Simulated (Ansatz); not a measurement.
# BaTiO3 (Barioperovskite): the dielectric response by several routes

Aim: the electronic dielectric constant of BaTiO3 (Barioperovskite) by perturbation theory, a sum over states and the RPA step of G0W0.

Program: Ansatz 0.2.0. Level of theory: linear response on LDA, plane waves, PAW. Results are calculated unless marked as measured.

## 1. The structure

Symmetry: Amm2, No. 38, orthorhombic system. Conventional cell: a = 3.986 Å, b = 5.674 Å, c = 5.690 Å, α = 90.00°, β = 90.00°, γ = 90.00°. Nearest to Ba lie 12 O at 2.77 to 2.92 Å. Nearest to Ti lie 6 O at 1.93 to 2.09 Å. O has 2 Ti at 2.00 Å and 4 Ba at 2.77 to 2.92 Å nearest. Nearest to O lie 2 Ti at 1.93 to 2.09 Å and 4 Ba at 2.81 to 2.84 Å. Farther neighbours and most contacts between anions are not listed.

The cell and positions come from the Crystallography Open Database and are kept as given unless a step says otherwise. Spin-orbit coupling is left out unless a step names it. The default PAW set here is soft_1. Its files were made with PBE; for other functionals the partial waves and projectors stay those of PBE.

## 2. Response to a homogeneous field

ε∞ sets how strongly the crystal screens. Perturbation theory gives it with local fields and without a sum over empty bands.

This step: dielectric response by perturbation theory, LDA, plane waves, PAW.

input.yaml

```yaml
crystal:
  lattice:
    - [3.9855, 0.0, 0.0]
    - [0.0, 2.8369, 2.84515]
    - [0.0, -2.8369, 2.84515]
  atoms:
    - { symbol: Ba, position: [0.0, 0.0, 0.0] }
    - { symbol: Ti, position: [0.5, 0.5124, 0.5124] }
    - { symbol: O, position: [0.0, 0.4874, 0.4874] }
    - { symbol: O, position: [0.5, 0.50524, 0.99184] }
    - { symbol: O, position: [0.5, 0.99184, 0.50524] }
kpoints:
  mp_grid: { grid: [6, 6, 6] }
hamiltonian:
  xc: lda
  pseudopotentials: { kind: paw, azcp: { folder: "./paw" } }
scf:
  occupations: { method: fixed }
dielectric: {}
```

On the command line:

```
> ansatz run input.yaml --threads 3 --pin off --max-ram 92160MiB --backend cuda --events-out ev --progress --plain --runs-dir out --devices 1 --max-vram 13GiB
```

Numbers of over 12 decimals in the logs are rounded to 6 here.

What it wrote:

```text
Warning: <dir> the record states the generating functional pbe (its physics header spells it `PBE`), which answers neither for hamiltonian.xc's functional nor for the lda family's — results may be inconsistent (PPs are generated against a specific XC)
Warning: <dir> the record states the generating functional pbe (its physics header spells it `PBE`), which answers neither for hamiltonian.xc's functional nor for the lda family's — results may be inconsistent (PPs are generated against a specific XC)
Warning: <dir> the record states the generating functional pbe (its physics header spells it `PBE`), which answers neither for hamiltonian.xc's functional nor for the lda family's — results may be inconsistent (PPs are generated against a specific XC)
GPUs: using 1 of 1 available (devices: 1).
Engine: ansatz 0.2.0, x86_64-unknown-linux-gnu
Pseudopotentials: kind: paw
Pseudopotential: Ba, paw, valence charge 10, recommended cutoff 420 eV (normal), <dir>
Pseudopotential: Ti, paw, valence charge 12, recommended cutoff 420 eV (normal), <dir>
Pseudopotential: O, paw, valence charge 6, recommended cutoff 420 eV (normal), <dir>
Functional definition: SPW92
  exchange = slater_x
  correlation = pw_c
device memory: the entry about to start is reckoned to put 2.3 GiB on a device that reports 64.8 GiB free (of which the cap on the GPU budget leaves the run 13.0 GiB)
GPU FFT provider: cuFFT
GPU libraries: cuBLAS 13.8.2, cuFFT 12.4.0, cuSOLVER 12.3.4
Crystal: 5 atoms, lattice volume = 64.337 Å³
Basis set: ecut = 420 eV, 1249 PW (Γ), exchange–correlation on 54×54×54 points (8 copies of the dense FFT grid, shifted against one another)
Bands: 25, of which v1, the nominal top of the filled ones, is band 20 counted from 1 (19 counted from 0)
Symmetry: 4 space group operations
k-points: 112 of 216 (irreducible under 1 space group operation, time reversal used)
Non-local potential: Ba, projectors of the file, l = 0: 3, l = 1: 2, l = 2: 2, l = 3: 2
Non-local potential: Ti, projectors of the file, l = 0: 3, l = 1: 2, l = 2: 3, l = 3: 1
Non-local potential: O, projectors of the file, l = 0: 2, l = 1: 2, l = 2: 1
PAW form: soft (Blöchl's): semilocal exchange-correlation on the pseudo side does not see the compensation charge
PAW frozen core: Ba, regenerated for the run's functional, and the local potential with it (the file was generated under x = pbe(κ = 0.804, μ = 0.219515), c = pbe(β = 0.066725))
PAW frozen core: Ti, regenerated for the run's functional, and the local potential with it (the file was generated under x = pbe(κ = 0.804, μ = 0.219515), c = pbe(β = 0.066725))
PAW frozen core: O, regenerated for the run's functional, and the local potential with it (the file was generated under x = pbe(κ = 0.804, μ = 0.219515), c = pbe(β = 0.066725))
PAW one-centre angular grid: Ba, 194 points (default); XC on 64 Gauss nodes
PAW one-centre angular grid: Ti, 590 points (default); XC on 64 Gauss nodes
PAW one-centre angular grid: O, 110 points (default); XC on 64 Gauss nodes
Initial density: superposition of atomic densities (chi_scale 0.1, normalization cell, long waves kept (reshape's long-wave potential 0.00 eV rms))
Initial wavefunctions: pseudopotential atomic-orbital guess
GPU buffer pool allocated for 19683 grid points (all kernels)
GPU transforms: local potential and band sums: pruned to the plane-wave sphere, on 27×27×27
Functional: x = slater, c = lda
SCF iter   1: F=—  HF=-9905.096049 eV  |F-HF|=—  |Δ(HF+E_count)|=         —  Δρ=5.71e-2  dr2=2.16e0  ethr=3.10e-3  ⟨swp⟩=4.6  Hψ=10845  notcnv=0  defer=211
preconditioner: auto → Resta (q_TF=auto, 2.521 Å⁻¹)  ε∞=5.9  [insulator: Δε(μ)=2.146 eV  Ē_g=11.412 eV  n_scr=18 (ndim 8)  ℏωp=25.4 eV  f_vac=0.000  ε∞_Penn≈5.9]
SCF iter   2: F=—  HF=-9904.642350 eV  |F-HF|=—  |Δ(HF+E_count)|=   4.54e-1  Δρ=2.29e-2  dr2=4.80e-1  ethr=3.10e-3  ⟨swp⟩=2.8  Hψ=5697  notcnv=0  defer=125
SCF iter   3: F=—  HF=-9904.562922 eV  |F-HF|=—  |Δ(HF+E_count)|=   7.94e-2  Δρ=1.36e-2  dr2=1.17e-1  ethr=1.20e-3  ⟨swp⟩=2.0  Hψ=4520  notcnv=0  defer=224
SCF iter   4: F=—  HF=-9904.546996 eV  |F-HF|=—  |Δ(HF+E_count)|=   1.59e-2  Δρ=8.66e-3  dr2=5.41e-2  ethr=2.92e-4  ⟨swp⟩=2.4  Hψ=4988  notcnv=0  defer=231
SCF iter   5: F=—  HF=-9904.537821 eV  |F-HF|=—  |Δ(HF+E_count)|=   9.17e-3  Δρ=3.06e-3  dr2=6.77e-3  ethr=1.35e-4  ⟨swp⟩=2.0  Hψ=3905  notcnv=0  defer=297
SCF iter   6: F=—  HF=-9904.536642 eV  |F-HF|=—  |Δ(HF+E_count)|=   1.18e-3  Δρ=8.01e-4  dr2=4.56e-4  ethr=1.69e-5  ⟨swp⟩=2.1  Hψ=3933  notcnv=0  defer=334
SCF iter   7: F=—  HF=-9904.536524 eV  |F-HF|=—  |Δ(HF+E_count)|=   1.19e-4  Δρ=2.05e-4  dr2=2.39e-5  ethr=1.14e-6  ⟨swp⟩=2.0  Hψ=3992  notcnv=0  defer=292
SCF iter   8: F=—  HF=-9904.536463 eV  |F-HF|=—  |Δ(HF+E_count)|=   6.12e-5  Δρ=2.86e-5  dr2=4.20e-7  ethr=5.97e-8  ⟨swp⟩=2.0  Hψ=3974  notcnv=0  defer=114
SCF iter   9: F=—  HF=-9904.536710 eV  |F-HF|=—  |Δ(HF+E_count)|=   2.48e-4  Δρ=4.22e-6  dr2=1.04e-8  ethr=1.05e-9  ⟨swp⟩=2.1  Hψ=4031  notcnv=0  defer=116
SCF iter  10: F=—  HF=-9904.536710 eV  |F-HF|=—  |Δ(HF+E_count)|=   1.30e-9  Δρ=6.49e-7  dr2=3.05e-10  ethr=2.61e-11  ⟨swp⟩=2.4  Hψ=3905  notcnv=0  defer=116
SCF iter  11: F=-9904.536710 eV  HF=-9904.536710 eV  |F-HF|=3.64e-12  |Δ(HF+E_count)|=  7.28e-12  Δρ=1.41e-7  dr2=1.61e-11  ethr=1.00e-12  ⟨swp⟩=7.7  Hψ=10260  notcnv=0
SCF 1 converged in 11 iterations: F = -9904.536710 eV  dr2 = 1.61e-11
  greatest PAW one-centre occupation: 0.998 electrons in one spin orbital (limit 2), on the Ti atom at site 1 (counted from 0), in its partial waves of l = 0
the response reads at least the filled bands of the reference SCF and the lowest empty band at each k-point, and that SCF's band table does not vouch for those bands. The notice of the band table in this run's record says why
device memory: the entry about to start is reckoned to put 0.3 GiB on a device that reports 65.0 GiB free (of which the cap on the GPU budget leaves the run 12.9 GiB)
NSCF: frozen V_eff on 1 k-points
device memory: the entry about to start is reckoned to put 0.3 GiB on a device that reports 65.0 GiB free (of which the cap on the GPU budget leaves the run 12.9 GiB)
NSCF: frozen V_eff on 1 k-points
device memory: the entry about to start is reckoned to put 0.1 GiB (of the 0.1 GiB reckoned in all, the device holds 0.1 GiB already) on a device that reports 65.1 GiB free (of which the cap on the GPU budget leaves the run 12.9 GiB)
device memory: the entry about to start is reckoned to put 1.3 GiB (of the 1.4 GiB reckoned in all, the device holds 0.1 GiB already) on a device that reports 65.1 GiB free (of which the cap on the GPU budget leaves the run 12.9 GiB)
DFPT response loops at Γ: preconditioner auto → none (the input reference at scf.mixing.eps_inf says where Resta's filter doesn't serve); β = 0.50; Broyden in place of MSR1
── the response to a field inside a basis, on 8×8×8 k-points: an SCF that follows is theirs, and a resumed run solves both again ──
device memory: the entry about to start is reckoned to put 0.3 GiB on a device that reports 74.4 GiB free (of which the cap on the GPU budget leaves the run 12.9 GiB)
GPU FFT provider: cuFFT
GPU libraries: cuBLAS 13.8.2, cuFFT 12.4.0, cuSOLVER 12.3.4
Bands: 21, of which v1, the nominal top of the filled ones, is band 20 counted from 1 (19 counted from 0)
k-points: 80 of 512 (time reversal used)
Initial density: handed on by an earlier stage of this run
Initial wavefunctions: pseudopotential atomic-orbital guess (no wavefunctions were taken with the density)
GPU buffer pool allocated for 19683 grid points (all kernels)
GPU transforms: band sums: pruned to the plane-wave sphere, on 27×27×27
Eigensolver: Dense (80 Hₖ)
SCF iter   1: F=—  HF=-9904.533933 eV  |F-HF|=—  |Δ(HF+E_count)|=         —  Δρ=4.66e-4  dr2=2.61e-5  ethr=1.00e-1
preconditioner: auto → Resta (q_TF=auto, 2.521 Å⁻¹)  ε∞=7.3  [insulator: Δε(μ)=2.033 eV  Ē_g=10.474 eV  n_scr=18 (ndim 8)  ℏωp=26.2 eV  f_vac=0.000  ε∞_Penn≈7.3]
SCF iter   2: F=—  HF=-9904.533926 eV  |F-HF|=—  |Δ(HF+E_count)|=   6.68e-6  Δρ=2.09e-4  dr2=1.16e-5  ethr=6.52e-8
SCF iter   3: F=—  HF=-9904.533924 eV  |F-HF|=—  |Δ(HF+E_count)|=   1.56e-6  Δρ=1.16e-4  dr2=2.65e-6  ethr=2.89e-8
SCF iter   4: F=—  HF=-9904.533924 eV  |F-HF|=—  |Δ(HF+E_count)|=   5.61e-7  Δρ=1.71e-5  dr2=1.10e-7  ethr=6.63e-9
SCF iter   5: F=-9904.533924 eV  HF=-9904.533924 eV  |F-HF|=1.08e-8  |Δ(HF+E_count)|=   2.21e-8  Δρ=4.75e-6  dr2=1.43e-8  ethr=2.76e-10
SCF 1 converged in 5 iterations: F = -9904.533924 eV  dr2 = 1.43e-8
device memory: the entry about to start is reckoned to put 0.1 GiB (of the 0.1 GiB reckoned in all, the device holds 0.1 GiB already) on a device that reports 72.1 GiB free (of which the cap on the GPU budget leaves the run 12.9 GiB)
device memory: the entry about to start is reckoned to put 1.6 GiB on a device that reports 71.3 GiB free (of which the cap on the GPU budget leaves the run 12.9 GiB)
DFPT response loops at Γ: mixed as the last ones told, above
SCF converged after 11 iterations
Free energy (F): -9904.536710 eV
Harris-Foulkes:  -9904.536710 eV  (|F-HF|=3.64e-12)
Internal energy: -9904.536710 eV  (E = F + TS)
E sigma→0 (E₀):  -9904.536710 eV
Fermi energy:    9.841310 eV
--- Per-component energies (eV) ---
  E_band       = -153.119999
  E_kinetic    = 940.986372
  E_local      = -2186.958604  (includes V_loc(G=0)·N_el)
  E_nonlocal   = 320.225691
  E_hartree    = 834.119718
  E_xc         = -525.730883
  E_vxc        = -548.851205  (∫ρ·V_xc dr)
  E_paw        = -6472.823559  (= ΣΔE_a)
  E_vpaw       = -346.763893  (= ΣTr[D̂ρ^β])
  E_aug_tail   = 0.002247  (compensation charges beyond the density's cutoff)
  E_ewald      = -2815.256928
  E_core_change = 0.899235  (= ΣΔE_core)
  E_smearing   = -0.000000  (= −TS)
  E_closure    = -0.000000  (closes the sum)
  Σ components = -9904.536710   (vs F -9904.536710, Δ=0.00e0)
--- Band table (eV; the first three rows and the last of 112) ---
  k-point 0: bands = [... 16 lower, 8.7176, 9.5265, 9.6366, 9.6824, 11.6709, 11.7342, 11.8981, 13.9526, ... 1 higher]
  k-point 1: bands = [... 16 lower, 8.5598, 9.0639, 9.3878, 9.5116, 11.7921, 12.1989, 12.2725, 13.9871, ... 1 higher]
  k-point 2: bands = [... 16 lower, 8.2073, 8.3039, 9.1577, 9.2497, 11.8655, 13.0099, 13.0526, 13.9865, ... 1 higher]
  k-point 111: bands = [... 16 lower, 7.5047, 9.7926, 9.8315, 9.8413, 14.0256, 14.0671, 14.0786, 16.5051, ... 1 higher]
--- Dielectric response (ions clamped): 3 representative field directions + reference, inside a basis on a mesh of 512 k-points (Σ response iterations 21) ---
  ε∞ (high-frequency dielectric tensor):
        6.643602    -0.000000     0.000000
       -0.000000     6.465540     0.000000
        0.000000     0.000000     6.351684
  Born effective charges Z* (e; rows j = field, columns β = displacement):
    site 0:
         2.74066   -0.00000    0.00000
        -0.00000    2.75283   -0.00000
         0.00000   -0.00000    2.76522
    site 1:
         7.19413   -0.00000    0.00000
        -0.00000    6.92723   -0.00000
         0.00000   -0.00000    6.70470
    site 2:
        -5.72992    0.00000    0.00000
         0.00000   -2.06322   -0.00000
         0.00000   -0.00000   -2.06542
    site 3:
        -2.10243    0.00000   -0.00000
         0.00000   -3.80842    1.72271
        -0.00000    1.62567   -3.70225
    site 4:
        -2.10243    0.00000   -0.00000
         0.00000   -3.80842   -1.72271
        -0.00000   -1.62567   -3.70225
  Z* charge neutrality: 1.938e-3 e pre-enforcement
  solved inside a basis spanned on kpoints, on 8×8×8 k-points, its susceptibility summed on 10×10×10: ε∞ is read to err by 2.2e-2, Z* by 3.5e-2 e (field_mesh: kpoints solves on kpoints); Z* is corrected for what the basis lacks
```

Wall time 53 s (1 × NVIDIA H100 80GB HBM3 (shared by 6 runs) with 3 threads of AMD EPYC 7R13 (Zen 3), shared host); peak memory 1.8 GiB.

This step gave:

| Property | Result |
| --- | --- |
| stated error of ε∞ | 0.022 |

One over ε∞ averages 0.15, under the quarter of exact exchange in PBE0, which by this rule of thumb may open the gap too far.

High-frequency dielectric tensor:

```
6.64 0.00 0.00
0.00 6.47 0.00
0.00 0.00 6.35
```

Born effective charge (e), principal values of the symmetric part by kind of site:

```
atom  atoms with these values    low  middle   high   mean
 Ba1                        1   2.74    2.75   2.77   2.75
 Ti2                        1   6.70    6.93   7.19   6.94
  O3                        1  -5.73   -2.07  -2.06  -3.29
  O4                        2  -5.43   -2.10  -2.08  -3.20
```

In full for O4:

```
-2.10  0.00  0.00
 0.00 -3.81  1.72
 0.00  1.63 -3.70
```

## 3. Independent-particle spectrum

The independent-particle spectrum shows where the oscillator strength lies, before excitons and local fields.

This step: independent-particle optics on LDA, plane waves, PAW.

input.yaml, as its differences from that of step 2:

```diff
@@ -18,2 +18,4 @@
   occupations: { method: fixed }
-dielectric: {}
+  n_extra_bands: 44
+output:
+  optics: { e_range: [0, 25], de: 0.1, sigma: 0.2 }
```

What it wrote:

```text
[...]
GPUs: using 1 of 1 available (devices: 1).
[...]
GPU FFT provider: cuFFT
GPU libraries: cuBLAS 13.8.2, cuFFT 12.4.0, cuSOLVER 12.3.4
Crystal: 5 atoms, lattice volume = 64.337 Å³
Basis set: ecut = 420 eV, 1249 PW (Γ)
Bands: 64, of which v1, the nominal top of the filled ones, is band 20 counted from 1 (19 counted from 0)
Symmetry: 4 space group operations
[...]
k-points: 52 of 216 (time reversal used)
[...]
GPU buffer pool allocated for 19683 grid points (all kernels)
[...]
SCF iter   1: F=—  HF=-9905.096564 eV  |F-HF|=—  |Δ(HF+E_count)|=         —  Δρ=5.71e-2  dr2=2.16e0  ethr=3.10e-3  ⟨swp⟩=4.8  Hψ=12175  notcnv=0  defer=2010
[...]
SCF iter  12: F=-9904.536710 eV  HF=-9904.536710 eV  |F-HF|=0.00e0  |Δ(HF+E_count)|=  3.64e-12  Δρ=5.16e-8  dr2=1.28e-12  ethr=1.00e-12  ⟨swp⟩=11.6  Hψ=25434  notcnv=0
SCF 1 converged in 12 iterations: F = -9904.536710 eV  dr2 = 1.28e-12
[...]
Optics k sum: 0 of 52 k-points
Optics k sum: 3 of 52 k-points
[...]
Optics k sum: 52 of 52 k-points
[...]
SCF converged after 12 iterations
Free energy (F): -9904.536710 eV
[...]
Internal energy: -9904.536710 eV  (E = F + TS)
E sigma→0 (E₀):  -9904.536710 eV
Fermi energy:    9.841312 eV
[...]
--- Band table (eV; the first three rows and the last of 52) ---
  k-point 0: bands = [... 16 lower, 8.7176, 9.5265, 9.6366, 9.6824, 11.6709, 11.7342, 11.8981, 13.9526, ... 40 higher]
  k-point 1: bands = [... 16 lower, 8.5598, 9.0639, 9.3878, 9.5116, 11.7921, 12.1989, 12.2725, 13.9871, ... 40 higher]
  k-point 2: bands = [... 16 lower, 8.2073, 8.3039, 9.1577, 9.2497, 11.8655, 13.0099, 13.0526, 13.9865, ... 40 higher]
  k-point 51: bands = [... 16 lower, 7.5047, 9.7926, 9.8315, 9.8413, 14.0256, 14.0671, 14.0786, 16.5051, ... 40 higher]
```

It took 95 s on 1 × NVIDIA H100 80GB HBM3 (shared by 6 runs) with 3 threads; peak memory 1.7 GiB; 2.9 min of CPU time.

This step gave:

```yaml
eps_infinity_without_local_fields_xx_yy_zz: 6.882, 6.792, 6.723
electrons_in_the_f_sum_xx_yy_zz: 27.87, 27.92, 27.90
bands_in_the_explicit_sum_the_static_value_is_completed_to_all_bands: 64
```

The sum gives ε∞ = 6.88, 6.79 and 6.72 without local fields.

Independent particles, no local fields, Gaussian width 0.2 eV. Table of ε₂ by photon energy; read off at these points:

```
photon energy (eV)     xx     yy      zz
               1.0      0      0       0
               2.0  0.205  0.173  0.0920
               3.0   4.60   3.83    3.77
               4.0   9.49   9.26    9.07
               5.0    3.8   4.08    4.14
               6.0   2.74   2.79    2.85
               7.0   4.76   4.71    4.83
               8.0   4.14   4.25    4.25
               8.8   5.40   5.34    5.35
               9.0   4.98   5.03    5.07
              10.0   4.74   4.65    4.51
              11.0   3.44   3.44    3.49
              12.0   2.60   2.67    2.64
              13.0   1.18   1.19    1.18
              14.0  0.831  0.809   0.801
              15.0  0.940  0.855   0.875
              16.0   1.27   1.20    1.21
              17.0   2.42   2.30    2.42
              18.0   4.08   4.22    4.05
              19.0   4.72   4.61    4.69
              20.0   1.85   1.82    1.83
              21.0   1.99   1.98    2.04
              22.0   1.16   1.20    1.16
              23.0   1.03   1.02    1.00
              24.0  0.573  0.582   0.570
              25.0  0.445  0.445   0.431
```

Independent particles, no local fields, Gaussian width 0.2 eV. Loss function against photon energy; read off at these points:

```
photon energy (eV)       xx       yy       zz
               1.0        0        0        0
               2.0  0.00260  0.00233  0.00132
               3.0   0.0437   0.0374   0.0350
               4.0   0.0782   0.0733   0.0727
               5.0    0.204    0.200    0.199
               6.0    0.138    0.143    0.141
               7.0    0.142    0.144    0.140
               8.0    0.152    0.149    0.151
               9.0    0.190    0.188    0.187
              10.0    0.203    0.207    0.215
              11.0    0.290    0.290    0.286
              12.0    0.341    0.332    0.342
              13.0    0.846    0.838    0.842
              13.2    0.945    0.910    0.914
              14.0    0.832    0.908    0.892
              15.0    0.216    0.208    0.211
              16.0    0.230    0.222    0.218
              17.0    0.187    0.183    0.183
              18.0    0.191    0.191    0.197
              19.0    0.206    0.209    0.205
              20.0    0.411    0.419    0.423
              21.0    0.444    0.449    0.441
              22.0    0.553    0.546    0.532
              23.0    0.733    0.738    0.737
              24.0     1.17     1.19     1.15
              25.0     1.78     1.80     1.87
```

(Continued in part 2 of 2.)

[Paths, hosts, dates, memory and timing lines, banners, echoed tables and standing remarks are left out of the program output.]

[Logs are printed without paths, hosts, clocks, repeated set-up lines and the standing remarks that a program may print on its own settings, such as how far it seeks lower states.]

[Runs of the session that timed out or met a known fault of the program may be left out.]

[Cells called generated may have been cut or substituted from an entry of the Crystallography Open Database or the Materials Project.]

[Hosts, paths, dates, database ids (printed as entryN), source tags and the programs' standing remarks are cut or masked in the printed files.]
